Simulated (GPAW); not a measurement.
# Work function of Hf2NOS MXene monolayer at several levels

Aim: the work function of both faces of Hf2NOS MXene monolayer, and its spread over functionals and bases.

Calculated with GPAW 26.7.0; GPAW, PAW setups; layer in a repeated cell with vacuum, relaxation of atoms and in-plane cell, in the first sound run; inputs show where later runs differ.

### Step 1. Set-up

The cell holds 5 atoms: 1 S, 2 Hf, 1 N and 1 O. Cell: a = 3.217 Å, b = 3.217 Å, c = 23.637 Å, α = 90.0°, β = 90.0°, γ = 120.0°. Vacuum lies along c.

### Step 2. Relaxing the atoms

Forces are removed first; all later runs use this geometry.

Input file run.py:

```python
import json
import numpy as np
from ase import Atoms
from ase.filters import FrechetCellFilter
from ase.optimize import BFGS
from gpaw import GPAW, PW

slab = Atoms(
    ['S', 'Hf', 'N', 'Hf', 'O'],
    positions=[
        [-0.00000, 1.85762, 9.00000],
        [1.60875, 0.92881, 10.85468],
        [0.00000, 0.00000, 12.12422],
        [-0.00000, 1.85762, 13.39376],
        [1.60875, 0.92881, 14.63653]],
    cell=[[3.2175, 0.0, 0.0], [-1.60875, 2.78644, 0.0], [0.0, 0.0, 23.6365]],
    pbc=[True, True, True])

slab.calc = GPAW(mode=PW(600), xc='PBE', kpts={'size': (12, 12, 1), 'gamma': True},
                 occupations={'name': 'fermi-dirac', 'width': 0.05}, nbands='160%',
                 convergence={'density': 1e-05}, maxiter=200,
                 symmetry={'tolerance': 1e-3}, txt='slab.txt')
result = {}
# The in-plane cell is free; stress needs a cell that repeats along all three vectors
path = []
opt = BFGS(FrechetCellFilter(slab, mask=[1, 1, 0, 0, 0, 1]), maxstep=0.2)
opt.attach(lambda: path.append((slab.get_potential_energy(), slab.positions.tolist(), slab.get_forces().tolist())))
result['relaxed'] = bool(opt.run(fmax=0.02, steps=45))
result['path'] = path
result['cell'] = slab.cell.tolist()
print('in-plane lattice', slab.cell.cellpar().round(4)[[0, 1, 5]])
energy = slab.get_potential_energy()
fermi = slab.calc.get_fermi_level()
v = slab.calc.get_electrostatic_potential().mean((0, 1)) - fermi
n = slab.calc.get_pseudo_density().mean((0, 1))
L = slab.cell[2, 2]
z = np.arange(len(v)) * L / len(v)
low, high = slab.positions[:, 2].min(), slab.positions[:, 2].max()
below, above = np.interp([low - 6.8, high + 6.8], z, v)
slopes = [np.interp(x, z, np.gradient(v, z)) for x in (low - 6.8, high + 6.8)]
eps = np.array([[slab.calc.get_eigenvalues(k, s) for k in range(len(slab.calc.get_ibz_k_points()))]
                for s in range(slab.calc.get_number_of_spins())]) - fermi
top, bottom = eps[eps < 0].max(), eps[eps > 0].min()
dipole = slab.get_dipole_moment()[2]
print(f'energy {energy:.4f} eV, Fermi level {fermi:.4f} eV, dipole {dipole:.5f} e A')
print(f'potential 6.8 A off the faces, from the Fermi level: lower {below:.4f} eV, upper {above:.4f} eV')
print(f'slope of the potential there: lower {slopes[0]:.5f}, upper {slopes[1]:.5f} eV/A')
print(f'nearest levels on the mesh: {top:.4f} and {bottom:.4f} eV')
print('magnetic moment', round(slab.get_magnetic_moment(), 3))
result.update(energy=energy, fermi=fermi, dipole=dipole, below=below, above=above, slopes=slopes, edges=[top, bottom],
              z=z.tolist(), v=v.tolist(), n=n.tolist(), positions=slab.positions.tolist(),
              forces=slab.get_forces(apply_constraint=False).tolist(), moments=slab.get_magnetic_moments().tolist())
json.dump(result, open('result.json', 'w'))
```

The run is started by

```console
$ OMP_NUM_THREADS=1 OPENBLAS_NUM_THREADS=1 python run.py
```

The log of the run:

```text
Step          Energy          fmax
BFGS:    0      -41.700732        4.140639
BFGS:    1      -42.184077        2.084546
BFGS:    2      -42.431512        1.385160
BFGS:    3      -42.468416        0.636492
BFGS:    4      -42.507639        0.601684
BFGS:    5      -42.561574        0.557757
BFGS:    6      -42.594294        0.490715
BFGS:    7      -42.618514        0.409895
BFGS:    8      -42.625010        0.253104
BFGS:    9      -42.628556        0.113223
BFGS:   10      -42.629643        0.085834
BFGS:   11      -42.630450        0.045439
BFGS:   12      -42.630605        0.020117
BFGS:   13      -42.630523        0.015904
in-plane lattice [  3.2859   3.2859 120.    ]
energy -42.6224 eV, Fermi level -0.1306 eV, dipole 0.07046 e A
potential 6.8 A off the faces, from the Fermi level: lower 5.0710 eV, upper 4.7908 eV
slope of the potential there: lower 0.05772, upper 0.05813 eV/A
nearest levels on the mesh: -0.0188 and 0.0210 eV
magnetic moment 0.0
```

Wall time 19 min (1 thread of Intel Xeon Platinum 8259CL at 2.50GHz (Skylake/Cascade Lake), shared host); peak memory 0.5 GiB.

This step gave:

```
dipole along the normal                    : 0.07046 e·Å
levels nearest the Fermi level on the mesh : -0.01876, 0.02100 eV from the Fermi level
```

The electrostatic potential energy of an electron (without an applied field's), less the Fermi level, planar mean oscillates, so the rows of the table below give means over windows of 0.5 Å about each position, cut where the curve ends. Its maxima inside the range that stand out by 2 % of the span (Å: eV): 9.89: -5.85, 11.73: -6.54, 12.61: -7.87. Its minima: 9.19: -17.3, 10.77: -22.1, 12.17: -12.5, 13.48: -22.9.

Electrostatic potential energy of an electron (without an applied field's), less the Fermi level, planar mean against z; means over each step:

```
z (Å)  electrostatic potential energy of an electron (without an applied field's), less the Fermi level, planar mean (eV)
  0.0                                                                                                                4.94
  0.5                                                                                                                4.96
  1.0                                                                                                                4.99
  1.5                                                                                                                5.02
  2.0                                                                                                                5.05
  2.5                                                                                                                5.08
  3.0                                                                                                                5.11
  3.5                                                                                                                5.13
  4.0                                                                                                                5.16
  4.5                                                                                                                5.19
  5.0                                                                                                                5.22
  5.5                                                                                                                5.25
  6.0                                                                                                                5.28
  6.5                                                                                                                5.30
  7.0                                                                                                                5.29
  7.5                                                                                                                5.14
  8.0                                                                                                                4.24
  8.5                                                                                                             -0.0896
  9.0                                                                                                               -12.5
  9.5                                                                                                               -11.7
 10.0                                                                                                               -7.22
 10.5                                                                                                               -17.1
 11.0                                                                                                               -19.1
 11.5                                                                                                               -8.81
 12.0                                                                                                               -10.0
 12.5                                                                                                               -9.11
 13.0                                                                                                               -14.6
 13.5                                                                                                               -21.7
 14.0                                                                                                               -14.8
 14.5                                                                                                               -9.68
 15.0                                                                                                               0.880
 15.5                                                                                                                3.87
 16.0                                                                                                                4.38
 16.5                                                                                                                4.50
 17.0                                                                                                                4.54
 17.5                                                                                                                4.57
 18.0                                                                                                                4.60
 18.5                                                                                                                4.63
 19.0                                                                                                                4.66
 19.5                                                                                                                4.69
 20.0                                                                                                                4.72
 20.5                                                                                                                4.75
 21.0                                                                                                                4.78
 21.5                                                                                                                4.81
 22.0                                                                                                                4.84
 22.5                                                                                                                4.87
 23.0                                                                                                                4.90
 23.5                                                                                                                4.92
```

The pseudo valence density, planar mean oscillates, so the rows of the table below give means over windows of 1 Å about each position, cut where the curve ends. Its maxima inside the range that stand out by 2 % of the span (Å: e/Å³): 9.6: 0.477, 10.9: 1.10, 12.3: 0.647, 13.5: 1.15, 14.4: 0.884. Its minima: 10.0: 0.440, 11.6: 0.468, 12.8: 0.519, 14.0: 0.809.

Pseudo valence density, planar mean against z; means over each step:

z (Å), pseudo valence density, planar mean (e/Å³) and a bar:
```
        5       0.00 
        6       0.00 
        7       0.00 
        8       0.08 ###
        9       0.38 #############
       10       0.52 #################
       11       0.84 ############################
       12       0.58 ###################
       13       0.75 #########################
       14       0.90 ##############################
       15       0.31 ##########
       16       0.01 
       17       0.00 
       18       0.00
```

The relaxation lowered the energy of the cell by 0.930 eV (energies extrapolated to zero smearing; the optimiser's log prints free energies). The largest force left on a free atom is 0.016 eV/Å.

### Step 3. Plane waves, PBE

With the geometry fixed, the planar mean of the potential gives the vacuum level on each side.

This step: GPAW, PAW setups; slab in vacuum (GPAW 26.7.0).

The cell differs from the one that the last finished run ended in (c 23.637 → 23.203 Å).

run.py: that of step 2 with these lines changed.

```diff
@@ -3,4 +3,2 @@
 from ase import Atoms
-from ase.filters import FrechetCellFilter
-from ase.optimize import BFGS
 from gpaw import GPAW, PW
@@ -10,23 +8,16 @@
     positions=[
-        [-0.00000, 1.85762, 9.00000],
-        [1.60875, 0.92881, 10.85468],
-        [0.00000, 0.00000, 12.12422],
-        [-0.00000, 1.85762, 13.39376],
-        [1.60875, 0.92881, 14.63653]],
-    cell=[[3.2175, 0.0, 0.0], [-1.60875, 2.78644, 0.0], [0.0, 0.0, 23.6365]],
-    pbc=[True, True, True])
+        [0.00000, 1.89712, 9.00000],
+        [1.64296, 0.94856, 10.60099],
+        [0.00000, -0.00000, 11.96217],
+        [0.00000, 1.89712, 13.24666],
+        [1.64296, 0.94856, 14.20283]],
+    cell=[[3.28591, -0.0, 0.0], [-1.64296, 2.84569, 0.0], [0.0, 0.0, 23.2028]],
+    pbc=[True, True, False])
 
-slab.calc = GPAW(mode=PW(600), xc='PBE', kpts={'size': (12, 12, 1), 'gamma': True},
+slab.calc = GPAW(mode=PW(500), xc='PBE', kpts={'size': (12, 12, 1), 'gamma': True},
                  occupations={'name': 'fermi-dirac', 'width': 0.05}, nbands='160%',
                  convergence={'density': 1e-05}, maxiter=200,
+                 poissonsolver={'dipolelayer': 'xy'},
                  symmetry={'tolerance': 1e-3}, txt='slab.txt')
 result = {}
-# The in-plane cell is free; stress needs a cell that repeats along all three vectors
-path = []
-opt = BFGS(FrechetCellFilter(slab, mask=[1, 1, 0, 0, 0, 1]), maxstep=0.2)
-opt.attach(lambda: path.append((slab.get_potential_energy(), slab.positions.tolist(), slab.get_forces().tolist())))
-result['relaxed'] = bool(opt.run(fmax=0.02, steps=45))
-result['path'] = path
-result['cell'] = slab.cell.tolist()
-print('in-plane lattice', slab.cell.cellpar().round(4)[[0, 1, 5]])
 energy = slab.get_potential_energy()
```

The log of the run:

```text
energy -41.8508 eV, Fermi level -0.0294 eV, dipole 0.05092 e A
potential 6.8 A off the faces, from the Fermi level: lower 5.4139 eV, upper 4.4235 eV
slope of the potential there: lower -0.00002, upper 0.00022 eV/A
nearest levels on the mesh: -0.0219 and 0.0224 eV
magnetic moment 0.0
```

Run time: 94 s. Hardware: 1 thread; peak memory 0.28 GiB.

This step gave:

```yaml
dipole_along_the_normal: 0.05092 e·Å
levels_nearest_the_fermi_level_on_the_mesh: -0.02190, 0.02235 eV from the Fermi level
upper_work_function: 4.423 eV
lower_work_function: 5.414 eV
```

The electrostatic potential energy of an electron (without an applied field's), less the Fermi level, planar mean oscillates, so the rows of the table below give means over windows of 1 Å about each position, cut where the curve ends. Its maxima inside the range that stand out by 2 % of the span (Å: eV): 9.7: -5.85, 11.5: -6.50, 12.4: -7.88. Its minima: 9.0: -17.3, 10.6: -22.1, 12.0: -12.5, 13.2: -22.9.

The electrostatic potential energy of an electron (without an applied field's), less the Fermi level, planar mean by z; means over each step:

z (Å), electrostatic potential energy of an electron (without an applied field's), less the Fermi level, planar mean (eV) and a bar from the least value:
```
        0        5.2 ##############################
        1        5.4 ##############################
        2        5.4 ##############################
        3        5.4 ##############################
        4        5.4 ##############################
        5        5.4 ##############################
        6        5.4 ##############################
        7        5.3 ##############################
        8        2.6 ##########################
        9      -12.0 #######
       10      -11.4 ########
       11      -14.8 ####
       12       -9.5 ###########
       13      -17.6 
       14      -13.1 ######
       15        1.9 #########################
       16        4.3 #############################
       17        4.4 #############################
       18        4.4 #############################
       19        4.4 #############################
       20        4.4 #############################
       21        4.4 #############################
       22        4.4 #############################
       23        4.5 #############################
```

The pseudo valence density, planar mean oscillates, so the rows of the table below give means over windows of 0.5 Å about each position, cut where the curve ends. Its maxima inside the range that stand out by 2 % of the span (Å: e/Å³): 9.28: 0.475, 10.63: 1.11, 11.99: 0.646, 13.34: 1.13, 14.12: 0.883. Its minima: 9.67: 0.443, 11.41: 0.472, 12.57: 0.516, 13.73: 0.820.

Pseudo valence density, planar mean against z; means over each step:

```
z (Å)  pseudo valence density, planar mean (e/Å³)
  5.5                                      4.1e-5
  6.0                                      2.0e-4
  6.5                                      9.8e-4
  7.0                                     0.00528
  7.5                                      0.0259
  8.0                                       0.122
  8.5                                       0.321
  9.0                                       0.409
  9.5                                       0.461
 10.0                                       0.546
 10.5                                       0.987
 11.0                                       0.731
 11.5                                       0.526
 12.0                                       0.625
 12.5                                       0.558
 13.0                                       0.900
 13.5                                       0.985
 14.0                                       0.842
 14.5                                       0.564
 15.0                                       0.134
 15.5                                      0.0213
 16.0                                     0.00379
 16.5                                      6.5e-4
 17.0                                      1.3e-4
 17.5                                      2.6e-5
```

Force by atom:

```
atom  x (eV/Å)  y (eV/Å)  z (eV/Å)    size
  S1    0.0000    0.0000   -0.0042  0.0042
 Hf2    0.0000    0.0000   -0.0246  0.0246
  N3    0.0000    0.0000    0.0112  0.0112
 Hf4    0.0000    0.0000   -0.0262  0.0262
  O5    0.0000    0.0000    0.0865  0.0865
```

The potential is flat to 2.2e-4 eV/Å where it is read, so the vacuum is wide enough.

[end of part 1 of 3]

[Logs are printed without paths, hosts, clocks, repeated set-up lines and the standing remarks that a program may print on its own settings, such as how far it seeks lower states.]

[Hosts, paths, dates, database ids (printed as entryN), source tags and the programs' standing remarks are cut or masked in the printed files.]
